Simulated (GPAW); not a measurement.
Consider VF3 (P-1).

```cif
data_structure
_symmetry_space_group_name_H-M 'P 1'
_symmetry_Int_Tables_number 1
_cell_length_a 5.0520
_cell_length_b 5.0587
_cell_length_c 5.3024
_cell_angle_alpha 62.153
_cell_angle_beta 62.094
_cell_angle_gamma 60.485
_cell_volume 99.16
loop_
_atom_site_label
_atom_site_type_symbol
_atom_site_fract_x
_atom_site_fract_y
_atom_site_fract_z
_atom_site_occupancy
V1 V 0.00000 0.00000 0.00000 1
V2 V 0.50000 0.50000 0.50000 1
F3 F 0.62602 0.25797 0.24617 1
F4 F 0.13107 0.37019 0.74883 1
F5 F 0.24183 0.87562 0.25276 1
F6 F 0.37398 0.74203 0.75383 1
F7 F 0.86893 0.62981 0.25117 1
F8 F 0.75817 0.12438 0.74724 1
```

Absorber: atom 4, with 1 V at 1.93 Å and 1 V at 1.95 Å (bent, 143°, site symmetry 1). Method: GPAW, LDA + U (V 3 eV), full core hole (charged cell), 8-atom cell with 5.1 Å between holes, 4×4×4 k points, dipole transitions, Gaussian full width 0.9 eV up to 4 eV, rising linearly to 3.5 eV at 25 eV.

Where do the maxima of the F K edge fall?

Main maxima up to 24 eV above the zero (height): 2.2 eV (1.59), 3.6 eV (1.44), 10.0 eV (1.84), 11.5 eV (1.82) and 19.3 eV (0.82). A K edge sees empty p states; the first features are F p mixed into the empty d states of the V neighbours, and the broad ones above probably into the cations' higher empty bands. The total-energy difference plus the lowest empty eigenvalue puts the zero at 678.70 eV. The functional and the charged cell's background leave an error in such absolute values: in the free atom LDA prices this hole 4.7 eV below PBE (computed apart), and PBE is itself good to a few eV.

The F K spectrum (energy from the lowest empty level; intensity scaled to a mean of 1 over the first 20 eV; polarised curves are means over the symmetry-equivalent atoms):

```tsv
E (eV)	isotropic	ε ∥ x	ε ∥ y	ε ∥ z
-2.0	0.00	0.00	0.00	0.00
-1.4	0.00	0.00	0.00	0.00
-0.8	0.00	0.00	0.00	0.00
-0.2	0.01	0.00	0.01	0.01
0.4	0.01	0.01	0.01	0.02
1.0	0.12	0.16	0.08	0.11
1.6	0.79	1.00	0.63	0.75
2.2	1.59	1.61	1.66	1.49
2.8	1.03	0.98	1.16	0.95
3.4	1.33	1.79	0.80	1.40
4.0	0.96	1.38	0.49	1.01
4.6	0.18	0.24	0.13	0.17
5.2	0.18	0.19	0.18	0.16
5.8	0.36	0.39	0.39	0.30
6.4	0.47	0.48	0.52	0.41
7.0	0.77	0.73	0.83	0.74
7.6	1.16	1.13	1.25	1.12
8.2	1.45	1.45	1.53	1.36
8.8	1.65	1.66	1.74	1.54
9.4	1.78	1.87	1.85	1.60
10.0	1.84	2.08	1.85	1.59
10.6	1.79	2.03	1.68	1.66
11.2	1.80	1.88	1.60	1.93
11.8	1.80	1.74	1.54	2.13
12.4	1.60	1.52	1.33	1.97
13.0	1.32	1.29	1.05	1.62
13.6	1.13	1.12	0.88	1.40
14.2	1.04	0.99	0.79	1.32
14.8	0.95	0.87	0.76	1.23
15.4	0.85	0.78	0.74	1.04
16.0	0.76	0.72	0.74	0.81
16.6	0.68	0.69	0.74	0.62
17.2	0.66	0.71	0.77	0.49
17.8	0.69	0.78	0.85	0.43
18.4	0.76	0.88	0.97	0.41
19.0	0.81	0.95	1.07	0.41
19.6	0.80	0.93	1.07	0.41
20.2	0.73	0.81	0.96	0.42
20.8	0.63	0.65	0.79	0.45
21.4	0.54	0.51	0.63	0.49
22.0	0.51	0.43	0.53	0.56
22.6	0.53	0.41	0.51	0.65
23.2	0.59	0.44	0.56	0.76
23.8	0.67	0.50	0.64	0.86
24.4	0.75	0.57	0.75	0.94
25.0	0.84	0.64	0.86	1.01
25.6	0.91	0.72	0.98	1.05
26.2	0.98	0.80	1.07	1.07
26.8	1.03	0.87	1.13	1.07
27.4	1.05	0.93	1.15	1.07
28.0	1.06	0.97	1.14	1.08
28.6	1.08	1.02	1.14	1.09
29.2	1.12	1.09	1.17	1.11
29.8	1.19	1.19	1.23	1.14
30.4	1.27	1.32	1.33	1.17
31.0	1.35	1.46	1.42	1.19
31.6	1.42	1.59	1.48	1.20
```

The hole lies in one spin channel, while the script sums the empty states of both and takes the lower zero; where the two channels are split, this blurs and shifts the curve. The crystal has 3 inequivalent F sites and not all are shown here, while a measurement adds them all. The spins start antiferromagnetically in a simple order, which needn't be the measured one; gap and edge can depend on it. The holes are only 5.1 Å apart, so the shape is probably not converged with cell size; no larger cell was run here. The mesh is coarse (0.38 Å⁻¹ between points), so small maxima may be mesh ripples. The structure is a computed Materials Project entry and may be a hypothetical form.

[Banner, clock and machine lines of the logs are left out without a mark of their own.]

[Logs are printed without paths, hosts, clocks, repeated set-up lines and the standing remarks that a program may print on its own settings, such as how far it seeks lower states.]

[Hosts, paths, dates, database ids (printed as entryN), source tags and the programs' standing remarks are cut or masked in the printed files.]

[Lists of maxima count a maximum above −3 eV only where it reaches 4 % of the highest in the window and stands out from its surroundings by 2 % of it (1.5 % where it reaches 55 %); shoulders and weaker maxima are passed over, and of the rest the first, up to two pre-edge ones and the few strongest are named.]
